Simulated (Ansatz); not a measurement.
# 1T-PtSe2 monolayer in a perpendicular field

What dipole does a perpendicular field induce in the 1T-PtSe2 monolayer, and does the gap follow? A positive field points along +c.

Calculated with Ansatz 0.2.0; plane-wave DFT, PBE-D3(BJ), Ansatz PAW.

The experiments to compare with:

For PtSe2, 1T monolayer (MBE-grown first layer on HOPG, 77 K), “Precise Layer-Dependent Electronic Structure of MBE-Grown PtSe2” (2021, arxiv:2105.03334) gives, by scanning tunnelling spectroscopy: band gap (quasiparticle gap of the first layer from STS) 2 ± 0.1 eV [Monolayer on HOPG; substrate screening reduces the gap relative to a freestanding layer].

This is a report of a sequence of runs, with the program logs left out and the cost of each run kept.

### Step 1. The system as given

The cell holds 3 atoms: 2 Se and 1 Pt. Its edges and angles: a = 3.750 Å, b = 3.750 Å, c = 35.568 Å, α = 90.0°, β = 90.0°, γ = 120.0°. Vacuum lies along c.

As a file:

```cif
data_structure
_symmetry_space_group_name_H-M 'P 1'
_symmetry_Int_Tables_number 1
_cell_length_a 3.7500
_cell_length_b 3.7500
_cell_length_c 35.5677
_cell_angle_alpha 90.000
_cell_angle_beta 90.000
_cell_angle_gamma 120.000
_cell_volume 433.16
loop_
_atom_site_label
_atom_site_type_symbol
_atom_site_fract_x
_atom_site_fract_y
_atom_site_fract_z
_atom_site_occupancy
Se1 Se 0.66667 0.33333 0.46812 1
Pt2 Pt 0.00000 0.00000 0.50000 1
Se3 Se 0.33333 0.66667 0.53188 1
```

### Step 2. Relaxing the slab

The starting cell is a guess, so the in-plane lattice and the atoms are relaxed first, with the slab cut off from its images along the normal.

The input, input.yaml:

```yaml
crystal:
  lattice:
    - [3.75, 0.0, 0.0]
    - [-1.875, 3.2475952642, 0.0]
    - [0.0, 0.0, 35.5677177975]
  atoms:
    - { symbol: Se, position: [0.6666666667, 0.3333333333, 0.4681211231] }
    - { symbol: Pt, position: [0.0, 0.0, 0.5] }
    - { symbol: Se, position: [0.3333333333, 0.6666666667, 0.5318788769] }
  periodic: [true, true, false]
kpoints:
  mp_grid: { grid: [12, 12, 1] }
hamiltonian:
  xc: pbe
  dispersion: d3bj
scf:
  occupations: { method: fermi_dirac, width: 0.05 }
  convergence: { dr2_threshold: 1.0e-09 }
relax:
  f_tol: 0.004
  max_steps: 90
  cell: {}
output:
  write_potential: true
  write_density: true
  volumetric_format: npy
```

Started as:

```console
$ ansatz run input.yaml --threads 2 --pin off --max-ram 3072MiB --backend cpu --events-out ev --progress --plain --runs-dir out
```

Wall time 36 s (2 threads of Arm Neoverse V2, shared host); peak memory 0.7 GiB; 71 s of CPU time.

The steps of the relaxation:

```
step  energy less that of the first step (eV)  largest force component (eV/Å)  volume (Å³)
   1                                   0.0000                          2.1337       433.16
   2                                  -0.3311                          0.3425       434.38
   3                                  -0.3423                          0.0425       434.01
   4                                  -0.3521                          0.0120       427.27
   5                                  -0.3538                          0.0015       423.16
  6*                                  -0.3535                          0.0016       423.16
```

Relaxation steps marked * repeat the geometry before them on a plane-wave basis chosen anew for their cell, so energy and pressure can jump there.

Forces are held to the 12 operations that the program found; a distortion that breaks them can't arise in this run.

```
cell as run  before  after  change
      a (Å)   3.750  3.706  -1.2 %
      b (Å)   3.750  3.706  -1.2 %
```

The atoms that moved most (Å, along periodic axes as changes of fractional coordinates times the final cell, across vacuum about the mean position):

```
atom     dx     dy      dz  length
 Se1  0.000  0.000  -0.191   0.191
 Se3  0.000  0.000   0.191   0.191
```

Final coordinates:

```xyz
3
Lattice="3.7065 0.0000 0.0000 -1.8532 3.2099 0.0000 0.0000 0.0000 35.5677" Properties=species:S:1:pos:R:3
Se    1.8532    1.0700   16.4591
Pt    0.0000    0.0000   17.7839
Se    0.0000    2.1399   19.1086
```

The lattice constant a goes from 3.750 to 3.706 Å.

### Step 3. Atoms held, field 0, start network

A sawtooth potential applies the field, turning back in the middle of the vacuum. With the dipole correction the typed value is the field outside the slab. The induced dipole is small, so the SCF threshold is tight.

The cell differs from the one that the last finished run ended in (c 35.568 → 20.649 Å).

The input, input.yaml:

```yaml
crystal:
  lattice:
    - [3.7064739404, 0.0, 0.0]
    - [-1.8532369702, 3.2099005909, 0.0]
    - [0.0, 0.0, 20.6494548003]
  atoms:
    - { symbol: Se, position: [0.6666666667, 0.3333333333, 0.4358468583] }
    - { symbol: Pt, position: [0.0, 0.0, 0.5] }
    - { symbol: Se, position: [0.3333333333, 0.6666666667, 0.5641531417] }
kpoints:
  mp_grid: { grid: [12, 12, 1] }
  band_path:
    path: [[0, 0, 0], [0.5, 0, 0], [0.33333333, 0.33333333, 0], [0, 0, 0]]
    npoints: 16
hamiltonian:
  xc: pbe
  dispersion: d3bj
scf:
  occupations: { method: fermi_dirac, width: 0.02585 }
  convergence: { dr2_threshold: 1.0e-10 }
efield:
  axis: 3
  dipole_correction: true
  ramp_position: 0.97
  ramp_width: 0.06
  amplitude: 0
output:
  dos: { projected: true, e_range: [-6, 5] }
  write_potential: true
  write_density: true
  volumetric_format: npy
  elf: true
```

The job ended after 13 s (2 threads; peak memory 0.53 GiB; 25 s of CPU time).

This step gave:

| Property | Result |
| --- | --- |
| gap on the k-mesh | 1.379 eV |
| dipole along the normal | 3.33e-6 e·Å |
| gap along the path | 1.363 eV |
| smallest direct gap along the path | 1.580 eV |
| ionisation energy, upper face | 5.648 eV |
| electron affinity, upper face | 4.286 eV |
| gap, the smaller of path and mesh | 1.363 eV |

Running mean over a fixed 2.7 Å (it still follows the layers) of the planar mean; the ramp of the sawtooth is left out. The electron's electrostatic potential energy less the Fermi level by z:

```
z (Å)  electron's electrostatic potential energy less the Fermi level (eV)
  3.0                                                                 4.95
  3.5                                                                 4.95
  4.0                                                                 4.95
  4.5                                                                 4.95
  5.0                                                                 4.95
  5.5                                                                 4.94
  6.0                                                                 4.91
  6.5                                                                 4.75
  7.0                                                                 4.10
  7.5                                                                 2.74
  8.0                                                                 1.09
  8.5                                                                -1.22
  9.0                                                                -4.29
  9.5                                                                -7.00
 10.0                                                                -8.08
 10.5                                                                -8.17
 11.0                                                                -7.51
 11.5                                                                -5.21
 12.0                                                                -2.09
 12.5                                                                0.505
 13.0                                                                 2.28
 13.5                                                                 3.74
 14.0                                                                 4.64
 14.5                                                                 4.88
 15.0                                                                 4.94
 15.5                                                                 4.95
 16.0                                                                 4.95
 16.5                                                                 4.95
 17.0                                                                 4.95
 17.5                                                                 4.95
```

The density of states has structure finer than the step of the table below, so its rows give means over 0.25 eV. Peaks (eV: height): -5.830: 14.8, -5.560: 17.5, -4.400: 7.41, -4.290: 14.5, -2.970: 17.2, 0.920: 6.47, 1.530: 5.35.

Table of density of states by energy, zero at the Fermi level of the run, which the smearing sets inside the gap; means over each step:

```
energy (eV)  density of states (states/eV a cell)
      -5.75                                  4.56
      -5.50                                  8.41
      -5.25                                  2.99
      -5.00                                  2.56
      -4.75                                  1.41
      -4.50                                  4.10
      -4.25                                  5.35
      -4.00                                  2.27
      -3.75                                  2.95
      -3.50                                 0.871
      -3.25                                 0.685
      -3.00                                  7.64
      -2.75                                  2.50
      -2.50                                  1.24
      -2.25                                  1.70
      -2.00                                  3.83
      -1.75                                  2.37
      -1.50                                  2.94
      -1.25                                  3.10
      -1.00                                  3.84
      -0.75                                  2.31
      -0.50                                     0
      -0.25                                     0
       0.00                                     0
       0.25                                     0
       0.50                                     0
       0.75                                  1.17
       1.00                                  3.89
       1.25                                  2.07
       1.50                                  4.28
       1.75                                  3.31
       2.00                                  1.13
       2.25                                 0.223
       2.50                                     0
```

Projected DOS per atom over height of the atomic layer and energy from the Fermi level. Layers: Se Pt Se from below.

Ten even steps from '0' (0.00 states/eV) to '9' (3.96 states/eV), each cell a mean:
```
000
000
323
111
222
000
000
000
101
313
222
222
111
131
191
010
050
262
131
131
383
252
```
Columns: height of the atomic layer (Å) from 9 to 11.6; rows upwards: energy from the Fermi level (eV) from -5.96 to 2.59.

The electronic bands at the labelled points (eV, zero at the Fermi level of the run, which the smearing sets inside the gap):

```
  point  band 22  band 23  band 24  band 25  band 26  band 27  band 28  band 29
      Γ    -2.00    -1.37    -0.70    -0.70     2.27     2.27     3.81     4.53
halfway    -2.95    -1.32    -1.05    -1.00     0.68     1.85     4.83     5.24
      M    -3.01    -2.66    -2.49    -2.17     1.71     2.00     3.97     5.46
halfway    -3.06    -3.02    -1.95    -1.68     1.21     1.54     4.75     6.55
      K    -3.23    -3.01    -1.68    -1.68     1.08     1.08     5.35     7.41
halfway    -2.97    -1.60    -1.41    -0.79     1.03     1.15     5.50     5.53
      Γ    -2.00    -1.37    -0.70    -0.70     2.27     2.27     3.81     4.53
```

ELF in the ca plane at fractional y = 0.000, with atoms of Pt within 0.2 Å of it. It is the smooth field of the valence electrons, not physical close to the nuclei.

Values, 6 rows by 16 columns, each cell a mean:
```
0.00 0.00 0.00 0.00 0.00 0.00 0.04 0.23 0.56 0.50 0.18 0.03 0.00 0.00 0.00 0.00
0.00 0.00 0.00 0.00 0.00 0.05 0.26 0.42 0.33 0.34 0.41 0.20 0.03 0.00 0.00 0.00
0.00 0.00 0.00 0.00 0.01 0.15 0.57 0.62 0.30 0.38 0.64 0.49 0.09 0.00 0.00 0.00
0.00 0.00 0.00 0.00 0.01 0.12 0.50 0.59 0.31 0.38 0.61 0.43 0.07 0.00 0.00 0.00
0.00 0.00 0.00 0.00 0.00 0.02 0.15 0.33 0.38 0.36 0.30 0.11 0.01 0.00 0.00 0.00
0.00 0.00 0.00 0.00 0.00 0.00 0.03 0.24 0.62 0.56 0.18 0.02 0.00 0.00 0.00 0.00
```
Columns run along c (16.0 Å, from fractional 0.08 to 0.86 of the cell), rows up along a (3.7 Å). Atoms in or near the plane, at fractional coordinates: Pt at (0.50, 0.00).

Electrostatic potential energy in the ca plane at fractional y = 0.000, with atoms of Pt within 0.2 Å of it. With pseudopotentials it is smooth inside the atoms' cores, unlike the true potential.

Ten even steps from '0' (-38 eV) to '9' (4 eV), each cell a mean:
```
99999999999999999999971000179999999999999999
99999999999999999999984101589999999999999999
99999999999999999999988656889999999999999999
99999999999999999998888888888899999999999999
99999999999999999998778999877899999999999999
99999999999999999998888999888899999999999999
99999999999999999999888878888999999999999999
99999999999999999999986323689999999999999999
99999999999999999999972000289999999999999999
99999999999999999999970000079999999999999999
```
Columns run along c (16.0 Å, from fractional 0.08 to 0.86 of the cell; values clipped at the 3rd and 97th percentile), rows up along a (3.7 Å). Atoms in or near the plane, at fractional coordinates: Pt at (0.50, 0.00).

Valence density in the ca plane at fractional y = 0.000, with atoms of Pt within 0.2 Å of it. It is the smooth field of the valence electrons, not physical close to the nuclei.

Ten steps, logarithmic in the rise over the least value, from '0' (0 e/Å³) to '9' (11 e/Å³), each cell a mean:
```
00000000000000000001137999631000000000000000
00000000000000000001135777431100000000000000
00000000000000000011223444322110000000000000
00000000000000000012222222222210000000000000
00000000000000000012332222233210000000000000
00000000000000000012232222232210000000000000
00000000000000000011223333322110000000000000
00000000000000000001224565422100000000000000
00000000000000000001136898631100000000000000
00000000000000000000247999731000000000000000
```
Columns run along c (16.0 Å, from fractional 0.08 to 0.86 of the cell), rows up along a (3.7 Å). Atoms in or near the plane, at fractional coordinates: Pt at (0.50, 0.00).

The gap is 1.36 eV, with the valence edge 5.65 eV and the conduction edge 4.29 eV under the upper vacuum level. Spin-orbit coupling, left out in this run, matters for the bands of elements this heavy.

### Step 4. Atoms held, field 0.1 V/Å

input.yaml: that of step 3 with these lines changed.

```diff
@@ -23,7 +23,6 @@
   dipole_correction: true
-  ramp_position: 0.97
-  ramp_width: 0.06
-  amplitude: 0
+  ramp_position: 0.9467
+  ramp_width: 0.1065
+  amplitude: 0.1
 output:
-  dos: { projected: true, e_range: [-6, 5] }
   write_potential: true
@@ -31,2 +30 @@
   volumetric_format: npy
-  elf: true
```

Elapsed: 13 s, on 2 threads; peak memory 0.48 GiB.

The dipole is 0.0325 e·Å, and the gap 1.363 eV.

### Step 5. Single point, field -0.1 V/Å

input.yaml: that of step 4 with these lines changed.

```diff
@@ -25,3 +25,3 @@
   ramp_width: 0.1065
-  amplitude: 0.1
+  amplitude: -0.1
 output:
```

Run time: 13 s. Hardware: 2 threads; peak memory 0.47 GiB; 26 s of CPU time.

The dipole is -0.0325 e·Å, and the gap 1.363 eV.

### Step 6. Response, atoms held

This step: plane-wave DFT, PBE-D3(BJ), Ansatz PAW; response to a field along the normal, atoms held (Ansatz 0.2.0).

The dipoles give the slope, and the difference of two potentials shows where the field is screened.

This step gave:

```
equivalent conductor thickness p/(ε₀AE) : 4.938 Å
distance between the outer atoms        : 2.649 Å
```

The dipole of the cell by applied field:

```
applied field (V/Å)  dipole of the cell (e·Å)
            -0.1000                   -0.0325
             0.0000                    3.3e-6
             0.1000                    0.0325
```

Local field over the applied field, running mean. From the potentials at -0.1 and 0.1 V/Å; running mean over 2.5 Å. Table of local field over applied field by z:

```
z (Å)  local field over applied field
  4.5                           0.998
  5.0                           0.994
  5.5                           0.984
  6.0                           0.958
  6.5                           0.899
  7.0                           0.787
  7.5                           0.631
  8.0                           0.456
  8.5                           0.284
  9.0                           0.144
  9.5                          0.0586
 10.0                          0.0188
 10.5                          0.0136
 11.0                          0.0430
 11.5                           0.112
 12.0                           0.237
 12.5                           0.403
 13.0                           0.580
 13.5                           0.744
 14.0                           0.871
 14.5                           0.945
 15.0                           0.978
 15.5                           0.992
 16.0                           0.997
 16.5                           0.999
```

Electrons, planar mean, per unit field. Table of induced electron density by z:

z (Å), induced electron density (e/Å³ per V/Å) and a bar from the least value:
```
     4.02    0.00000 ###############
     4.30    0.00001 ###############
     4.73    0.00002 ###############
     5.02    0.00003 ###############
     5.45    0.00007 ###############
     5.74    0.00012 ################
     6.02    0.00021 ################
     6.45    0.00048 #################
     6.74    0.00080 ###################
     7.03    0.00129 #####################
     7.46    0.00238 ##########################
     7.74    0.00312 ##############################
     8.17    0.00298 #############################
     8.46    0.00191 ########################
     8.75    0.00131 #####################
     9.18    0.00085 ###################
     9.46    0.00047 #################
     9.75   -0.00017 ##############
    10.18    0.00003 ###############
    10.47   -0.00003 ###############
    10.90    0.00017 ################
    11.19   -0.00047 #############
    11.47   -0.00085 ###########
    11.90   -0.00131 #########
    12.19   -0.00191 ######
    12.48   -0.00298 #
    12.91   -0.00312 
    13.19   -0.00238 ####
    13.62   -0.00129 #########
    13.91   -0.00080 ###########
    14.20   -0.00048 #############
    14.63   -0.00021 ##############
    14.91   -0.00012 ##############
    15.20   -0.00007 ###############
    15.63   -0.00003 ###############
    15.92   -0.00002 ###############
    16.35   -0.00001 ###############
    16.63    0.00000 ###############
```

The smaller of the gaps on the path and on the k-mesh, counted as 0 under 0.03 eV. The gap stays at 1.36 eV for applied field from -0.1 to 0.1 V/Å.

By hand: between -0.1 and 0.1 V/Å the dipole changes by 0.06494 e·Å, a slope of 0.3247 e·Å²/V. A perfect conductor of thickness t has p = ε₀AEt, so t = 180.95 × 0.3247 / 11.897 = 4.94 Å (e/ε₀ = 180.95 V·Å, A in Å²).

The induced dipole is that of a conductor 4.94 Å thick.

### Step 7. Results

- gap without field: 1.36 eV
- ionisation energy, upper face: 5.65 eV
- electron affinity, upper face: 4.29 eV
- equivalent conductor thickness, atoms held: 4.94 Å

**Reading.** The induced dipole equals that of a perfect conductor 4.94 Å thick, while the outer atoms lie 2.65 Å apart; an out-of-plane ε follows only once a thickness t is chosen, by 1 − 1/ε = 4.94 Å / t. The gap stays within 0.01 eV of 1.36 eV over the fields run, up to 0.1 V/Å in size. The measured quasiparticle gap below is for a layer on a substrate, whose screening lowers it, so a free-standing Kohn-Sham gap can come near it by a cancelling of errors. Semilocal functionals give gaps that are too small, and excitons are not included. Spin-orbit coupling is left out, which matters for the bands of elements this heavy.

Calculation against experiment:

| quantity | measured | PBE D3(BJ) |
| --- | --- | --- |
| band gap (quasiparticle gap of the first layer from STS, monolayer on a substrate) (eV) | 2 | 1.36 (-0.64 eV) |

Measured values from arxiv:2105.03334 (2021).

**Verdict.** The band gap is off by -0.64 eV. Local and semilocal functionals usually give gaps below the measured ones. Spin-orbit coupling, left out here, can change the gap with such heavy elements. Zero-point and thermal motion shift the measured gap.

[Long decimals in the printed logs are rounded to 6 places.]

[Logs are printed without paths, hosts, clocks, repeated set-up lines and the standing remarks that a program may print on its own settings, such as how far it seeks lower states.]

[Hosts, paths, dates, database ids (printed as entryN), source tags and the programs' standing remarks are cut or masked in the printed files.]

[Maps of the electrostatic potential energy from Ansatz leave out the sawtooth potential of an applied field or a dipole correction, so their vacuum need not be flat; planar profiles and work functions include it.]

[The density of states shown here was stored with 400 of the rows of the run's finer table, so its peaks can read low, often by over a quarter, or be missed, and its means over a window can be off by a tenth or more.]
